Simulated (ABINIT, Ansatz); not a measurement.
# Ruthenium (P6_3/mmc): from the cell to the phonon bands, part 3 of 4

How does Ruthenium (P6_3/mmc) vibrate, and is this structure a minimum?

ABINIT 10.8.3; DFT PBE, scalar-relativistic, plane waves, PseudoDojo norm-conserving pseudopotentials.

So far. Step 4 (Self-consistent run for the response): The cell stands at -0.91 GPa: the relaxation ran with a smoothed and higher cutoff, and the difference is a stress of the finite basis. Step 5 (Zone-centre response): The acoustic modes at Γ come out as far as 4.0 cm⁻¹ from zero, where they should vanish, a small numerical error. The relaxed cell has a = 2.721, c = 4.303 Å (conventional setting).

## (7) Interpolated phonon bands

anaddb transforms the dynamical matrices to force constants and back along the path; points of the mesh come back as solved, but for the sum rule and, in polar crystals, the LO-TO term at Γ; the rest is interpolation.

File anaddb.abi:

```
ddb_filepath "all_DDB"
output_file "anaddb.abo"
outdata_prefix "anaddb"
ifcflag 1
ngqpt 3 3 2
nqshft 1
q1shft 0.0 0.0 0.0
asr 1
chneut 0
dipdip 0
dipquad 0
quadquad 0
enunit 0
eivec 0
nph1l 93
qph1l 
    0.0 0.0 0.0 1.0
    0.05 0.0 0.0 1.0
    0.1 0.0 0.0 1.0
    0.15 0.0 0.0 1.0
    0.2 0.0 0.0 1.0
    0.25 0.0 0.0 1.0
    0.3 0.0 0.0 1.0
    0.35 0.0 0.0 1.0
    0.4 0.0 0.0 1.0
    0.45 0.0 0.0 1.0
    0.5 0.0 0.0 1.0
    0.48333333 0.03333333 0.0 1.0
    0.46666667 0.06666667 0.0 1.0
    0.45 0.1 0.0 1.0
    0.43333333 0.13333333 0.0 1.0
    0.41666667 0.16666667 0.0 1.0
    0.4 0.2 0.0 1.0
    0.38333333 0.23333333 0.0 1.0
    0.36666667 0.26666667 0.0 1.0
    0.35 0.3 0.0 1.0
    0.33333333 0.33333333 0.0 1.0
    0.3 0.3 0.0 1.0
    0.26666667 0.26666667 0.0 1.0
    0.23333333 0.23333333 0.0 1.0
    0.2 0.2 0.0 1.0
    0.16666667 0.16666667 0.0 1.0
    0.13333333 0.13333333 0.0 1.0
    0.1 0.1 0.0 1.0
    0.06666667 0.06666667 0.0 1.0
    0.03333333 0.03333333 0.0 1.0
    0.0 0.0 0.0 1.0
    0.0 0.0 0.05 1.0
    0.0 0.0 0.1 1.0
    0.0 0.0 0.15 1.0
    0.0 0.0 0.2 1.0
    0.0 0.0 0.25 1.0
    0.0 0.0 0.3 1.0
    0.0 0.0 0.35 1.0
    0.0 0.0 0.4 1.0
    0.0 0.0 0.45 1.0
    0.0 0.0 0.5 1.0
    0.05 0.0 0.5 1.0
    0.1 0.0 0.5 1.0
    0.15 0.0 0.5 1.0
    0.2 0.0 0.5 1.0
    0.25 0.0 0.5 1.0
    0.3 0.0 0.5 1.0
    0.35 0.0 0.5 1.0
    0.4 0.0 0.5 1.0
    0.45 0.0 0.5 1.0
    0.5 0.0 0.5 1.0
    0.48333333 0.03333333 0.5 1.0
    0.46666667 0.06666667 0.5 1.0
    0.45 0.1 0.5 1.0
    0.43333333 0.13333333 0.5 1.0
    0.41666667 0.16666667 0.5 1.0
    0.4 0.2 0.5 1.0
    0.38333333 0.23333333 0.5 1.0
    0.36666667 0.26666667 0.5 1.0
    0.35 0.3 0.5 1.0
    0.33333333 0.33333333 0.5 1.0
    0.3 0.3 0.5 1.0
    0.26666667 0.26666667 0.5 1.0
    0.23333333 0.23333333 0.5 1.0
    0.2 0.2 0.5 1.0
    0.16666667 0.16666667 0.5 1.0
    0.13333333 0.13333333 0.5 1.0
    0.1 0.1 0.5 1.0
    0.06666667 0.06666667 0.5 1.0
    0.03333333 0.03333333 0.5 1.0
    0.0 0.0 0.5 1.0
    0.5 0.0 0.5 1.0
    0.5 0.0 0.45 1.0
    0.5 0.0 0.4 1.0
    0.5 0.0 0.35 1.0
    0.5 0.0 0.3 1.0
    0.5 0.0 0.25 1.0
    0.5 0.0 0.2 1.0
    0.5 0.0 0.15 1.0
    0.5 0.0 0.1 1.0
    0.5 0.0 0.05 1.0
    0.5 0.0 0.0 1.0
    0.33333333 0.33333333 0.5 1.0
    0.33333333 0.33333333 0.45 1.0
    0.33333333 0.33333333 0.4 1.0
    0.33333333 0.33333333 0.35 1.0
    0.33333333 0.33333333 0.3 1.0
    0.33333333 0.33333333 0.25 1.0
    0.33333333 0.33333333 0.2 1.0
    0.33333333 0.33333333 0.15 1.0
    0.33333333 0.33333333 0.1 1.0
    0.33333333 0.33333333 0.05 1.0
    0.33333333 0.33333333 0.0 1.0
```

File mrgddb.in:

```
all_DDB
merged
6
dfpt_gammao_DDB
dfpt_qo_DS1_DDB
dfpt_qo_DS2_DDB
dfpt_qo_DS3_DDB
dfpt_qo_DS4_DDB
dfpt_qo_DS5_DDB
```

On the command line:

```sh
$ mrgddb < mrgddb.in > mrgddb.log
$ OMP_NUM_THREADS=1 anaddb anaddb.abi > anaddb.log
```

anaddb.abo, the main output file:

```text
[banners, grids, parts of the stress and lines that vanish by symmetry left out]
-outvars_anaddb: echo values of input variables ----------------------

 Flags :
[...]
Phonon wavevector (reduced coordinates) :  0.00000  0.00000  0.00000
 Phonon energies in Hartree :
[...]
Phonon frequencies in cm-1    :
-  0.000000E+00  0.000000E+00  0.000000E+00  1.894679E+02  1.894679E+02
-  2.533542E+02
[...]
Phonon wavevector (reduced coordinates) :  0.05000  0.00000  0.00000
 Phonon energies in Hartree :
[...]
Phonon frequencies in cm-1    :
-  2.597200E+01  2.824320E+01  4.087785E+01  1.905820E+02  1.912229E+02
-  2.517478E+02
[...]
Phonon wavevector (reduced coordinates) :  0.10000  0.00000  0.00000
 Phonon energies in Hartree :
[...]
Phonon frequencies in cm-1    :
-  5.094445E+01  5.549130E+01  8.037532E+01  1.936741E+02  1.961832E+02
-  2.470573E+02
[...]
Phonon wavevector (reduced coordinates) :  0.15000  0.00000  0.00000
 Phonon energies in Hartree :
[...]
Phonon frequencies in cm-1    :
-  7.400115E+01  8.083328E+01  1.172158E+02  1.980948E+02  2.035469E+02
-  2.396624E+02
[...]
Phonon wavevector (reduced coordinates) :  0.20000  0.00000  0.00000
 Phonon energies in Hartree :
[...]
Phonon frequencies in cm-1    :
-  9.438502E+01  1.035189E+02  1.503162E+02  2.030355E+02  2.122718E+02
-  2.301742E+02
[...]
Phonon wavevector (reduced coordinates) :  0.25000  0.00000  0.00000
 Phonon energies in Hartree :
[...]
Phonon frequencies in cm-1    :
-  1.115589E+02  1.230209E+02  1.788502E+02  2.077726E+02  2.193953E+02
-  2.213277E+02
  Phonon wavevector (reduced coordinates) :  0.30000  0.00000  0.00000
 Phonon energies in Hartree :
[...]
Phonon frequencies in cm-1    :
-  1.252442E+02  1.390790E+02  2.022718E+02  2.082527E+02  2.118162E+02
-  2.298544E+02
  Phonon wavevector (reduced coordinates) :  0.35000  0.00000  0.00000
 Phonon energies in Hartree :
[...]
Phonon frequencies in cm-1    :
-  1.354276E+02  1.517256E+02  1.976852E+02  2.149362E+02  2.202891E+02
-  2.372231E+02
  Phonon wavevector (reduced coordinates) :  0.40000  0.00000  0.00000
 Phonon energies in Hartree :
[...]
Phonon frequencies in cm-1    :
-  1.423201E+02  1.613099E+02  1.884651E+02  2.170957E+02  2.327927E+02
-  2.430372E+02
  Phonon wavevector (reduced coordinates) :  0.45000  0.00000  0.00000
 Phonon energies in Hartree :
[...]
Phonon frequencies in cm-1    :
-  1.462527E+02  1.685402E+02  1.809415E+02  2.183493E+02  2.398723E+02
-  2.469887E+02
  Phonon wavevector (reduced coordinates) :  0.50000  0.00000  0.00000
 Phonon energies in Hartree :
[...]
Phonon frequencies in cm-1    :
-  1.475238E+02  1.738764E+02  1.754151E+02  2.187589E+02  2.420772E+02
-  2.484640E+02
  Phonon wavevector (reduced coordinates) :  0.48333  0.03333  0.00000
 Phonon energies in Hartree :
[...]
Phonon frequencies in cm-1    :
-  1.484437E+02  1.738452E+02  1.753170E+02  2.183087E+02  2.416151E+02
-  2.487841E+02
  Phonon wavevector (reduced coordinates) :  0.46667  0.06667  0.00000
 Phonon energies in Hartree :
[...]
Phonon frequencies in cm-1    :
-  1.511376E+02  1.737556E+02  1.750303E+02  2.170512E+02  2.402416E+02
-  2.496684E+02
  Phonon wavevector (reduced coordinates) :  0.45000  0.10000  0.00000
 Phonon energies in Hartree :
[...]
Phonon frequencies in cm-1    :
-  1.554204E+02  1.736190E+02  1.745773E+02  2.152130E+02  2.379948E+02
-  2.509381E+02
[...]
Phonon wavevector (reduced coordinates) :  0.10000  0.00000  0.50000
 Phonon energies in Hartree :
[...]
Phonon frequencies in cm-1    :
-  1.380075E+02  1.380075E+02  1.432600E+02  1.432600E+02  2.128755E+02
-  2.128755E+02
  Phonon wavevector (reduced coordinates) :  0.15000  0.00000  0.50000
 Phonon energies in Hartree :
[...]
Phonon frequencies in cm-1    :
-  1.424551E+02  1.424551E+02  1.529650E+02  1.529650E+02  2.213203E+02
-  2.213203E+02
  Phonon wavevector (reduced coordinates) :  0.20000  0.00000  0.50000
 Phonon energies in Hartree :
[...]
Phonon frequencies in cm-1    :
-  1.476649E+02  1.476649E+02  1.634255E+02  1.634255E+02  2.312458E+02
-  2.312458E+02
  Phonon wavevector (reduced coordinates) :  0.25000  0.00000  0.50000
 Phonon energies in Hartree :
[...]
Phonon frequencies in cm-1    :
-  1.533749E+02  1.533749E+02  1.731150E+02  1.731150E+02  2.411735E+02
-  2.411735E+02
  Phonon wavevector (reduced coordinates) :  0.30000  0.00000  0.50000
 Phonon energies in Hartree :
[...]
Phonon frequencies in cm-1    :
-  1.593123E+02  1.593123E+02  1.811102E+02  1.811102E+02  2.499172E+02
-  2.499172E+02
  Phonon wavevector (reduced coordinates) :  0.35000  0.00000  0.50000
 Phonon energies in Hartree :
[...]
Phonon frequencies in cm-1    :
-  1.650128E+02  1.650128E+02  1.870506E+02  1.870506E+02  2.567809E+02
-  2.567809E+02
[...]
Phonon wavevector (reduced coordinates) :  0.33333  0.33333  0.05000
 Phonon energies in Hartree :
[...]
Phonon frequencies in cm-1    :
-  1.721617E+02  1.721617E+02  2.040019E+02  2.040019E+02  2.059169E+02
-  2.581572E+02
  Phonon wavevector (reduced coordinates) :  0.33333  0.33333  0.00000
 Phonon energies in Hartree :
[...]
Phonon frequencies in cm-1    :
-  1.718896E+02  1.718896E+02  2.035047E+02  2.035047E+02  2.055437E+02
-  2.584449E+02
-
```

The job ended after 0.56 s (1 thread of Arm Neoverse V2, shared host).

Numbers from this step:

* lowest frequency on the path: 0 cm⁻¹

Anaddb. Phonon branches along the path, in cm⁻¹:

```csv
point,branch 1,branch 2,branch 3,branch 4,branch 5,branch 6
Γ,0,0,0,190,190,253
halfway,112,123,179,208,219,221
M,148,174,175,219,242,248
halfway,168,173,173,211,231,254
K,172,172,204,204,206,258
halfway,130,135,187,211,219,223
Γ,0,0,0,190,190,253
halfway,72,72,120,175,175,245
A,134,134,134,134,205,205
halfway,153,153,173,173,241,241
L,174,174,194,194,265,265
halfway,174,174,206,206,255,255
H,175,175,229,229,234,234
halfway,156,156,183,183,246,246
A,134,134,134,134,205,205
jump to L,174,174,194,194,265,265
halfway,164,174,175,213,254,257
M,148,174,175,219,242,248
jump to H,175,175,229,229,234,234
halfway,175,175,214,215,215,252
K,172,172,204,204,206,258
```

The phonon branches as a text plot (rows in cm⁻¹):

```
    260 |          ****                 *****            **    **
    249 |**     ***    **   *****      *     *   ***      *** *
    237 |  *  *****      * *     *    *       ***   *       **
    226 |   **     *   ****          *         *     *       *
    215 |   ******* * *   *       * *        ** **    *   *** *
    204 |  ***     ****** **       *        *          ***     **
    193 |***  **    * *  *  ***   *      ***      *
    182 |              **      *       **          *
    171 |       ********        *     *  *********  *    ********
    160 |      *  *     * *      *     **         ** *    *
    149 |   * * **       *        *  **             ***    **
    138 |    ***                   ***                ***
    127 |    *             *      *
    116 |  *              *     *
    105 |   *             *
     94 |   *              **    *
     83 | **               *
     72 |  *                    *
     61 | *                 *
     50 | *                  * *
     39 |*
     28 |*                   * *
     17 |
      6 |                     *
         Γ      M    K        Γ   A       L    H       A|L M|H  K
```

All branches are real along the path.

## (8) Density of states

Sums over the zone need many more wavevectors than were solved, so the interpolation is sampled on a dense mesh.

File anaddb.abi:

```
ddb_filepath "all_DDB"
output_file "anaddb.abo"
outdata_prefix "anaddb"
ifcflag 1
ngqpt 3 3 2
nqshft 1
q1shft 0.0 0.0 0.0
asr 1
chneut 0
dipdip 0
dipquad 0
quadquad 0
prtdos 2
ng2qpt 19 19 10
dosdeltae 4.5563e-06
ntemper 11
temperinc 100.0
tempermin 0.0
```

On the command line:

```sh
$ OMP_NUM_THREADS=1 anaddb anaddb.abi > anaddb.log
```

anaddb.abo, the main output file:

```text
-outvars_anaddb: echo values of input variables ----------------------

 Flags :
     ifcflag         1
 Miscellaneous information :
         asr         1
      chneut         0
 Interatomic Force Constants Inputs :
      dipdip         0
     dipquad         0
    quadquad         0
      ifcana         0
      ifcout         0
 Description of grid 1 :
        brav         1
       ngqpt         3         3         2
      nqshft         1
      q1shft
                     0.00000000E+00  0.00000000E+00  0.00000000E+00
 Phonon DOS information :
   dosdeltae  4.55630000E-06
    dossmear  4.55633525E-06
 Description of grid 2 (Fourier interp. or BZ sampling):
      ng2qpt        19        19        10
      ngrids         4
      q2shft         0.00000000E+00  0.00000000E+00  0.00000000E+00

================================================================================

 read the DDB information and perform some checks

  ==== Info on the Cryst% object ====
 Real(R)+Recip(G) space primitive vectors, cartesian coordinates (Bohr,Bohr^-1):
 R(1)=  5.1410939  0.0000000  0.0000000  G(1)=  0.1945111  0.1123011  0.0000000
 R(2)= -2.5705470  4.4523179  0.0000000  G(2)=  0.0000000  0.2246021  0.0000000
 R(3)=  0.0000000  0.0000000  8.1316696  G(3)=  0.0000000  0.0000000  0.1229760
 Unit cell volume ucvol=  1.8613216E+02 bohr^3
 Angles (23,13,12)=  9.00000000E+01  9.00000000E+01  1.20000000E+02 degrees
 Time-reversal symmetry is present
 Reduced atomic positions [iatom, xred, symbol]:
    1)    0.3333333  0.6666667  0.2500000  Ru
    2)    0.6666667  0.3333333  0.7500000  Ru

 DDB file with 6 blocks has been read.

================================================================================

 Calculation of the interatomic forces

       Homogeneous q point set in the B.Z.
 Grid q points  :       18
  1)   0.00000000E+00  0.00000000E+00  0.00000000E+00
  2)   3.33333333E-01  0.00000000E+00  0.00000000E+00
  3)  -3.33333333E-01  0.00000000E+00  0.00000000E+00
  4)   0.00000000E+00  3.33333333E-01  0.00000000E+00
  5)   3.33333333E-01  3.33333333E-01  0.00000000E+00
  6)  -3.33333333E-01  3.33333333E-01  0.00000000E+00
  7)   0.00000000E+00 -3.33333333E-01  0.00000000E+00
  8)   3.33333333E-01 -3.33333333E-01  0.00000000E+00
  9)  -3.33333333E-01 -3.33333333E-01  0.00000000E+00
 10)   0.00000000E+00  0.00000000E+00  5.00000000E-01
 11)   3.33333333E-01  0.00000000E+00  5.00000000E-01
 12)  -3.33333333E-01  0.00000000E+00  5.00000000E-01
 13)   0.00000000E+00  3.33333333E-01  5.00000000E-01
 14)   3.33333333E-01  3.33333333E-01  5.00000000E-01
 15)  -3.33333333E-01  3.33333333E-01  5.00000000E-01
 16)   0.00000000E+00 -3.33333333E-01  5.00000000E-01
 17)   3.33333333E-01 -3.33333333E-01  5.00000000E-01
 18)  -3.33333333E-01 -3.33333333E-01  5.00000000E-01

 The interatomic forces have been obtained

================================================================================

 Calculation of phonon density of states

 Average speed of sound partial sums:     0.1914405985E-02 (at units)
-                                   =           4.1881 [km/s]

 Debye frequency from partial sums:     0.1306904624E-02 (Ha)
-                                 =     0.8599019337E+01 (THz)
-Debye temperature from partial sums:     0.4126878399E+03 (K)

 Average speed of sound:     0.1999997716E-02 (at units)
-                      =           4.3754 [km/s]

 Debye frequency from DOS:     0.1365335400E-02 (Ha)
-                        =     0.8983475378E+01 (THz)
-Debye temperature from DOS:     0.4311388198E+03 (K)

-
```

It took 0.68 s on 1 thread.

Read from the output:

| Item | Value |
| --- | --- |
| share of modes beyond 3i cm⁻¹ on the dense interpolated mesh | 0 |
| zero-point energy per atom | 35.89 meV |
| heat capacity at 300 K | 23.17 J/(mol atoms K) |
| vibrational entropy at 300 K | 28.51 J/(mol atoms K) |

The phonon density of states has structure finer than the step of the table below, so its rows give means over 10 cm⁻¹, whole bins alone (the curve runs from -30 to 288 cm⁻¹). Peaks (cm⁻¹: height): 174.0: 0.120, 212.0: 0.0580, 252.0: 0.0766.

Tetrahedra. The phonon density of states by wavenumber; means over each step:

```csv
wavenumber (cm⁻¹),phonon density of states (1/cm⁻¹/cell)
0,5.0e-7
10,2.2e-5
20,8.5e-5
30,2.8e-4
40,5.9e-4
50,9.8e-4
60,0.00151
70,0.00215
80,0.00301
90,0.00405
100,0.00543
110,0.00717
120,0.00964
130,0.0132
140,0.0184
150,0.0276
160,0.0392
170,0.0774
180,0.0575
190,0.0440
200,0.0417
210,0.0552
220,0.0229
230,0.0281
240,0.0489
250,0.0644
260,0.0240
270,4.1e-4
280,0
```

Harmonic thermodynamic functions per atom, summed over the density of states scaled to three modes an atom; melting is ignored. Thermodynamic functions:

```csv
T (K),F_vib (meV/atom),S (J/mol-atom/K),C_V (J/mol-atom/K)
0,35.89,0,0
50,35.76,1.142,3.823
100,33.77,7.043,13.7
200,19.73,19.47,21.19
300,-5.38,28.51,23.17
400,-38.59,35.29,23.92
500,-78.06,40.67,24.28
600,-122.6,45.12,24.48
700,-171.4,48.91,24.6
800,-223.8,52.2,24.68
900,-279.4,55.11,24.74
1000,-337.9,57.72,24.78
```

At 300 K the heat capacity has reached 93 % of the Dulong-Petit value.

[end of part 3 of 4]

[Host names and launcher messages were left out of these logs when they were recorded.]

[Logs are printed without paths, hosts, clocks, repeated set-up lines and the standing remarks that a program may print on its own settings, such as how far it seeks lower states.]

[Hosts, paths, dates, database ids (printed as entryN), source tags and the programs' standing remarks are cut or masked in the printed files.]
